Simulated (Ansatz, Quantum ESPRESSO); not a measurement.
# NaBe3 (Fm-3m): zone-centre phonons

Aim: the zone-centre modes of NaBe3 (Fm-3m).

Calculated with Quantum ESPRESSO 7.5; DFT LDA, scalar-relativistic, plane waves, PseudoDojo norm-conserving pseudopotentials.

The structure was built from a prototype and need not be the compound's stable phase.

## Step 1: The structure

Symmetry: Fm-3m, No. 225, cubic system. The conventional cell has a = 6.164 Å, b = 6.164 Å, c = 6.164 Å, α = 90.00°, β = 90.00°, γ = 90.00°. Na has 8 Be at 2.67 Å nearest. Nearest to Be lie 8 Be at 2.67 Å. Nearest to Be lie 4 Be at 2.67 Å and 4 Na at 2.67 Å. Farther neighbours are not listed.

Coordinates:

```
CELL_PARAMETERS angstrom
-3.08217 0.00000 3.08217
0.00000 3.08217 3.08217
-3.08217 3.08217 0.00000
ATOMIC_POSITIONS crystal
Na 0.00000 0.00000 0.00000
Be 0.50000 0.50000 0.50000
Be 0.75000 0.75000 0.75000
Be 0.25000 0.25000 0.25000
```

## Step 2: A first look

Before anything dear is run, a loose run with smearing shows whether this is a metal and how far the cell is from rest.

Input file probe.in:

```
&CONTROL
  calculation = 'scf'
  prefix      = 'x'
  outdir      = './tmp'
  pseudo_dir  = './pseudo'
  tprnfor     = .true.
  tstress     = .true.
  verbosity   = 'high'
/
&SYSTEM
  ibrav       = 2
  celldm(1)   = 11.64892602
  nat         = 4
  ntyp        = 2
  ecutwfc     = 88.0
  occupations = 'smearing'
  smearing    = 'gaussian'
  degauss     = 0.01
/
&ELECTRONS
  conv_thr         = 1.0d-07
  mixing_beta      = 0.7
  electron_maxstep = 100
/
ATOMIC_SPECIES
 Na     22.9898  Na.upf
 Be      9.0122  Be.upf
ATOMIC_POSITIONS crystal
 Na     0.000000000   0.000000000   0.000000000
 Be     0.500000000   0.500000000   0.500000000
 Be     0.750000000   0.750000000   0.750000000
 Be     0.250000000   0.250000000   0.250000000
K_POINTS automatic
 6 6 6 0 0 0
```

On the command line:

```sh
$ OMP_NUM_THREADS=1 mpirun -n 4 pw.x -nk 4 -in probe.in > probe.out
```

Log:

```text
[banners, grids, parts of the stress and lines that vanish by symmetry left out]
Program PWSCF v.7.5
     bravais-lattice index     =            2
     lattice parameter (alat)  =      11.6489  a.u.
[...]
kinetic-energy cutoff     =      88.0000  Ry
     charge density cutoff     =     352.0000  Ry
     scf convergence threshold =      1.0E-07
[...]
Exchange-correlation= SLA  PW   NOGX NOGC
                           (   1   4   0   0   0   0   0)
[...]
48 Sym. Ops., with inversion, found
[...]
(     0          1          0      )
                  (     0          0          1      )
[...]
(  0.0000000  1.0000000  0.0000000 )
                  (  0.0000000  0.0000000  1.0000000 )
[...]
(     1          0         -1      )
                  (     0          0         -1      )
[...]
(     0          1          0      )
[...]
( -1.0000000  0.0000000  0.0000000 )
                  (  0.0000000  1.0000000  0.0000000 )
[...]
number of k points=    16  Gaussian smearing, width (Ry)=  0.0100
[...]
End of self-consistent calculation
[...]
the Fermi energy is     4.0326 ev
!    total energy              =    -173.94375948 Ry
[...]
convergence has been achieved in   5 iterations
[...]
atom    1 type  1   force =     0.00000000    0.00000000    0.00000000
     atom    2 type  2   force =     0.00000000    0.00000000    0.00000000
     atom    3 type  2   force =     0.00000000    0.00000000    0.00000000
     atom    4 type  2   force =     0.00000000    0.00000000    0.00000000
[...]
Total force =     0.000000     Total SCF correction =     0.000000
[...]
total   stress  (Ry/bohr**3)                   (kbar)     P=     -116.26
[...]
XML data file, charge density, pseudopotentials, collected wavefunctions

   JOB DONE.
```

Elapsed: 5 s, on 4 MPI ranks of Arm Neoverse V1, shared host.

Read from the output:

* volume per atom: 14.64 Å³
* pressure: -11.63 GPa
* gap on the k-mesh: 0 eV

No gap opens on this mesh, so smearing is kept; the start stands at -12 GPa.

## Step 3: Relaxing the cell and atoms

The relaxation runs at a cutoff a fifth above that of the response, since stress converges more slowly with the basis than frequencies do. Forces and stress are brought to rest with tight thresholds.

Input file relax.in:

```
&CONTROL
  calculation   = 'vc-relax'
  prefix        = 'x'
  outdir        = './tmp'
  pseudo_dir    = './pseudo'
  tprnfor       = .true.
  tstress       = .true.
  forc_conv_thr = 2.0d-05
  etot_conv_thr = 1.0d-07
  nstep         = 40
/
&SYSTEM
  ibrav       = 2
  celldm(1)   = 11.64892602
  nat         = 4
  ntyp        = 2
  ecutwfc     = 106
  occupations = 'smearing'
  smearing    = 'mv'
  degauss     = 0.02
/
&ELECTRONS
  conv_thr         = 1.0d-11
  mixing_beta      = 0.7
  electron_maxstep = 100
/
&IONS
/
&CELL
  press_conv_thr = 0.2
/
ATOMIC_SPECIES
 Na     22.9898  Na.upf
 Be      9.0122  Be.upf
ATOMIC_POSITIONS crystal
 Na     0.000000000   0.000000000   0.000000000
 Be     0.500000000   0.500000000   0.500000000
 Be     0.750000000   0.750000000   0.750000000
 Be     0.250000000   0.250000000   0.250000000
K_POINTS automatic
 8 8 8 0 0 0
```

On the command line:

```sh
$ OMP_NUM_THREADS=1 mpirun -n 4 pw.x -nk 4 -in relax.in > relax.out
```

Log:

```text
[banners, grids, parts of the stress and lines that vanish by symmetry left out]
[banner, memory and clock lines left out]
Program PWSCF v.7.5

[...]
kinetic-energy cutoff     =     106.0000  Ry
     charge density cutoff     =     424.0000  Ry
     scf convergence threshold =      1.0E-11
[...]
energy convergence thresh.=      1.0E-07
     force convergence thresh. =      2.0E-05
     press convergence thresh. =      2.0E-01
     Exchange-correlation= SLA  PW   NOGX NOGC
                           (   1   4   0   0   0   0   0)
[...]
48 Sym. Ops., with inversion, found
[...]
number of k points=    29  Marzari-Vanderbilt smearing, width (Ry)=  0.0200
[...]
End of self-consistent calculation
[...]
the Fermi energy is     3.9855 ev
!    total energy              =    -173.94327855 Ry
[...]
convergence has been achieved in   9 iterations
[...]
atom    1 type  1   force =     0.00000000    0.00000000   -0.00000000
     atom    2 type  2   force =     0.00000000    0.00000000    0.00000000
     atom    3 type  2   force =    -0.00000000   -0.00000000    0.00000000
     atom    4 type  2   force =     0.00000000    0.00000000    0.00000000
     Total force =     0.000000     Total SCF correction =     0.000000
[...]
total   stress  (Ry/bohr**3)                   (kbar)     P=     -116.15
[...]
number of bfgs steps    =   0
[...]
CELL_PARAMETERS (alat= 11.64892602)
[...]
ATOMIC_POSITIONS (crystal)
Na              -0.0000000000       -0.0000000000        0.0000000000
Be               0.5000000000        0.5000000000        0.5000000000
Be               0.7500000000        0.7500000000        0.7500000000
Be               0.2500000000        0.2500000000        0.2500000000
[...]
New effective cutoffs (rho, wfc):  440.82  110.30
[...]
End of self-consistent calculation
[...]
the Fermi energy is     4.3849 ev
!    total energy              =    -173.96025206 Ry
[...]
convergence has been achieved in   6 iterations
[...]
atom    1 type  1   force =    -0.00000000   -0.00000000    0.00000000
     atom    2 type  2   force =    -0.00000000   -0.00000000   -0.00000000
     atom    3 type  2   force =     0.00000000    0.00000000    0.00000000
     atom    4 type  2   force =    -0.00000000   -0.00000000   -0.00000000
     Total force =     0.000000     Total SCF correction =     0.000000
[...]
total   stress  (Ry/bohr**3)                   (kbar)     P=     -100.48
[...]
number of bfgs steps    =   1
[...]
WARNING: bfgs curvature condition failed, Theta= 0.962
[...]
CELL_PARAMETERS (alat= 11.64892602)
[...]
ATOMIC_POSITIONS (crystal)
[...]
New effective cutoffs (rho, wfc):  468.71  117.28
[...]
End of self-consistent calculation
[...]
the Fermi energy is     5.0304 ev
!    total energy              =    -173.97897877 Ry
[...]
convergence has been achieved in   9 iterations
[...]
atom    1 type  1   force =    -0.00000000   -0.00000000    0.00000000
     atom    2 type  2   force =    -0.00000000   -0.00000000    0.00000000
     atom    3 type  2   force =     0.00000000   -0.00000000    0.00000000
     atom    4 type  2   force =     0.00000000    0.00000000    0.00000000
     Total force =     0.000000     Total SCF correction =     0.000000
[...]
Total force =     0.000000     Total SCF correction =     0.000000
[...]
total   stress  (Ry/bohr**3)                   (kbar)     P=       26.94
[...]
number of bfgs steps    =   3
[...]
CELL_PARAMETERS (alat= 11.64892602)
[...]
ATOMIC_POSITIONS (crystal)
[...]
New effective cutoffs (rho, wfc):  502.19  125.65
[...]
End of self-consistent calculation
[...]
the Fermi energy is     5.8119 ev
!    total energy              =    -173.98735054 Ry
[...]
convergence has been achieved in   8 iterations
[...]
Total force =     0.000000     Total SCF correction =     0.000000
[...]
total   stress  (Ry/bohr**3)                   (kbar)     P=       -3.84
[...]
number of bfgs steps    =   4
[...]
CELL_PARAMETERS (alat= 11.64892602)
[...]
ATOMIC_POSITIONS (crystal)
[...]
New effective cutoffs (rho, wfc):  503.89  126.08
[...]
End of self-consistent calculation
[...]
the Fermi energy is     5.8520 ev
!    total energy              =    -173.98737178 Ry
[...]
convergence has been achieved in   7 iterations
[...]
Total force =     0.000000     Total SCF correction =     0.000000
[...]
total   stress  (Ry/bohr**3)                   (kbar)     P=       -0.18
[...]
number of bfgs steps    =   5
[...]
CELL_PARAMETERS (alat= 11.64892602)
[...]
ATOMIC_POSITIONS (crystal)
[...]
New effective cutoffs (rho, wfc):  503.97  126.10
[...]
End of self-consistent calculation
[...]
the Fermi energy is     5.8539 ev
!    total energy              =    -173.98737183 Ry
[...]
convergence has been achieved in   5 iterations
[...]
atom    1 type  1   force =     0.00000000   -0.00000000    0.00000000
     atom    2 type  2   force =     0.00000000   -0.00000000   -0.00000000
     atom    3 type  2   force =     0.00000000    0.00000000   -0.00000000
     atom    4 type  2   force =    -0.00000000   -0.00000000    0.00000000
     Total force =     0.000000     Total SCF correction =     0.000000
[...]
total   stress  (Ry/bohr**3)                   (kbar)     P=        0.00
[...]
bfgs converged in   7 scf cycles and   6 bfgs steps
[...]
End of BFGS Geometry Optimization
     Final enthalpy           =    -173.9873718266 Ry
     File ./tmp/x.bfgs deleted, as requested
[...]
CELL_PARAMETERS (alat= 11.64892602)
[...]
ATOMIC_POSITIONS (crystal)
[...]
Be               0.7500000000        0.7500000000        0.7500000000
Be               0.2500000000        0.2500000000        0.2500000000
[...]
Final scf calculation at the relaxed structure.
[...]
kinetic-energy cutoff     =     106.0000  Ry
     charge density cutoff     =     424.0000  Ry
     scf convergence threshold =      1.0E-13
[...]
press convergence thresh. =      2.0E-01
     Exchange-correlation= SLA  PW   NOGX NOGC
                           (   1   4   0   0   0   0   0)
[...]
48 Sym. Ops., with inversion, found
[...]
number of k points=    29  Marzari-Vanderbilt smearing, width (Ry)=  0.0200
[...]
End of self-consistent calculation
[...]
the Fermi energy is     5.8539 ev
!    total energy              =    -173.98732704 Ry
[...]
convergence has been achieved in  11 iterations
[...]
atom    1 type  1   force =     0.00000000    0.00000000   -0.00000000
     atom    2 type  2   force =    -0.00000000    0.00000000    0.00000000
     atom    3 type  2   force =    -0.00000000   -0.00000000    0.00000000
     atom    4 type  2   force =    -0.00000000   -0.00000000    0.00000000
     Total force =     0.000000     Total SCF correction =     0.000000
[...]
total   stress  (Ry/bohr**3)                   (kbar)     P=        0.02
[...]
XML data file, charge density, pseudopotentials, collected wavefunctions
```

It took 1.8 min on 4 MPI ranks; 7.3 min of CPU time.

Step by step:

| step | energy less that of the first step (eV) | largest force (eV/Å) | pressure (GPa) | volume (Å³) |
| --- | --- | --- | --- | --- |
| 1 | 0.0000 | 0.0000 | -11.62 | 58.56 |
| 2 | -0.2309 | 0.0000 | -10.05 | 55.16 |
| 3 | -0.4857 | 0.0000 | -6.48 | 50.31 |
| 4 | -0.5873 | 0.0000 | 2.69 | 43.58 |
| 5 | -0.5996 | 0.0000 | -0.38 | 45.37 |
| 6 | -0.5999 | 0.0000 | -0.02 | 45.14 |
| 7 | -0.5999 | 0.0000 | 0.00 | 45.12 |
| 8 | -0.5993 | 0.0000 | 0.00 | 45.12 |

```
conventional cell, symmetrised  before  after   change
                         a (Å)   6.164  5.651   -8.3 %
                         b (Å)   6.164  5.651   -8.3 %
                         c (Å)   6.164  5.651   -8.3 %
              volume (Å³/atom)   14.64  11.28  -22.9 %
```

The relaxed structure:

```
CELL_PARAMETERS angstrom
-2.82571 0.00000 2.82571
0.00000 2.82571 2.82571
-2.82571 2.82571 0.00000
ATOMIC_POSITIONS crystal
Na 0.00000 0.00000 0.00000
Be 0.50000 0.50000 0.50000
Be 0.75000 0.75000 0.75000
Be 0.25000 0.25000 0.25000
```

The last row of the table of steps is pw.x's closing run on a basis chosen anew for the final cell, so its energy can jump.

Read from the output:

| Item | Value |
| --- | --- |
| volume per atom | 11.28 Å³ |
| pressure | 0.002 GPa |

The volume changes by -22.9 % from the cell with which this run began.

## Step 4: Self-consistent run for the response

Perturbation theory inherits every error of the wavefunctions, so the threshold is set near the limit of the arithmetic. Smearing stays on, as the first look found no gap above 0.3 eV.

Input file scf.in:

```
&CONTROL
  calculation = 'scf'
  prefix      = 'x'
  outdir      = './tmp'
  pseudo_dir  = './pseudo'
  tprnfor     = .true.
  tstress     = .true.
/
&SYSTEM
  ibrav       = 2
  celldm(1)   = 10.67964025
  nat         = 4
  ntyp        = 2
  ecutwfc     = 88.0
  occupations = 'smearing'
  smearing    = 'mv'
  degauss     = 0.02
/
&ELECTRONS
  conv_thr         = 1.0d-12
  mixing_beta      = 0.7
  electron_maxstep = 100
/
ATOMIC_SPECIES
 Na     22.9898  Na.upf
 Be      9.0122  Be.upf
ATOMIC_POSITIONS crystal
 Na     0.000000000   0.000000000   0.000000000
 Be     0.500000000   0.500000000   0.500000000
 Be     0.750000000   0.750000000   0.750000000
 Be     0.250000000   0.250000000   0.250000000
K_POINTS automatic
 8 8 8 0 0 0
```

On the command line:

```sh
$ OMP_NUM_THREADS=1 mpirun -n 4 pw.x -nk 4 -in scf.in > scf.out
```

Log:

```text
[banners, grids, parts of the stress and lines that vanish by symmetry left out]
[banner, memory and clock lines left out]
Program PWSCF v.7.5

[...]
kinetic-energy cutoff     =      88.0000  Ry
     charge density cutoff     =     352.0000  Ry
     scf convergence threshold =      1.0E-12
[...]
Exchange-correlation= SLA  PW   NOGX NOGC
                           (   1   4   0   0   0   0   0)
[...]
48 Sym. Ops., with inversion, found
[...]
number of k points=    29  Marzari-Vanderbilt smearing, width (Ry)=  0.0200
[...]
End of self-consistent calculation
[...]
the Fermi energy is     5.8539 ev
!    total energy              =    -173.98726336 Ry
[...]
convergence has been achieved in  10 iterations
[...]
atom    1 type  1   force =     0.00000000   -0.00000000    0.00000000
     atom    2 type  2   force =     0.00000000    0.00000000    0.00000000
     atom    3 type  2   force =    -0.00000000   -0.00000000    0.00000000
     atom    4 type  2   force =     0.00000000    0.00000000    0.00000000
     Total force =     0.000000     Total SCF correction =     0.000000
[...]
total   stress  (Ry/bohr**3)                   (kbar)     P=       -0.18
[...]
XML data file, charge density, pseudopotentials, collected wavefunctions
```

Run time: 10 s. Hardware: 4 MPI ranks; 40 s of CPU time.

Read from the output:

- pressure: -0.018 GPa

The cell stands at -0.018 GPa, close enough for phonons.

(Continued in part 2 of 3.)

[Host names and launcher messages were left out of these logs when they were recorded.]

[Logs are printed without paths, hosts, clocks, repeated set-up lines and the standing remarks that a program may print on its own settings, such as how far it seeks lower states.]

[Hosts, paths, dates, database ids (printed as entryN), source tags and the programs' standing remarks are cut or masked in the printed files.]
